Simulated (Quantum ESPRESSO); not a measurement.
## BaZrO3, cubic perovskite: band edges under a change of volume

How fast do the gaps move when the cell is scaled evenly? The symmetry of the cell is held, so distortions that would lower it, which this phase may prefer, aren't tested.

Calculated with Quantum ESPRESSO 7.5, PBEsol, GBRV 1.5 ultrasoft potentials, cutoff 680 eV, Fermi–Dirac smearing 0.02 eV, k-mesh 7×7×7, no spin polarisation, no spin-orbit coupling.

Reference cell, relaxed at zero pressure with PBEsol (Pm-3m): a = 4.1841 Å, b = 4.1841 Å, c = 4.1841 Å, α = 90.00°, β = 90.00°, γ = 90.00°.

```
atom       x       y       z
  Ba  0.0000  0.0000  0.0000
  Zr  0.5000  0.5000  0.5000
   O  0.5000  0.5000  0.0000
   O  0.5000  0.0000  0.5000
   O  0.0000  0.5000  0.5000
```

Levels are read on the k-mesh and along lines from Γ to X = (0, 0.5, 0), M = (0.5, 0.5, 0) and R = (0.5, 0.5, 0.5) in the reciprocal basis of this cell (the letters only name these points), and count from the highest filled level.

| ln(V/V0) | gap (eV) | direct gap at Γ (eV) |
| --- | --- | --- |
| −0.0619 | 3.289 | 3.396 |
| −0.0408 | 3.247 | 3.389 |
| −0.0202 | 3.206 | 3.377 |
| 0.0000 | 3.163 | 3.360 |
| 0.0198 | 3.121 | 3.341 |
| 0.0583 | 3.035 | 3.293 |

**Question.** Fit the direct gap at Γ and give it at ln(V/V0) = 0.0392, a row left out above.

A straight line through the 6 rows: the means are −0.007467 for ln(V/V0) and 3.3593 for the level, Σ(Δx)² = 0.009361 and ΣΔxΔy = −0.008067, so the slope is −0.008067/0.009361 = −0.8618 and the intercept 3.3593 − (−0.8618)(−0.007467) = 3.3529.

The slope is the volume deformation potential of this gap, −0.86 eV, as a mean over the range. The line gives 3.319 eV. The run itself gives 3.319 eV, so the estimate misses by 0.000 eV; the fitted rows themselves lie up to 0.010 eV off the law.

The rows curve: the slope runs from −0.33 between the first two to −1.25 eV between the last two, so the line is a mean over the range.

The gap lies below the direct one at Γ in every row. Semilocal functionals give gaps that are too small, and the error differs from valley to valley, so the order of close valleys can be wrong too.

[Logs are printed without paths, hosts, clocks, repeated set-up lines and the standing remarks that a program may print on its own settings, such as how far it seeks lower states.]
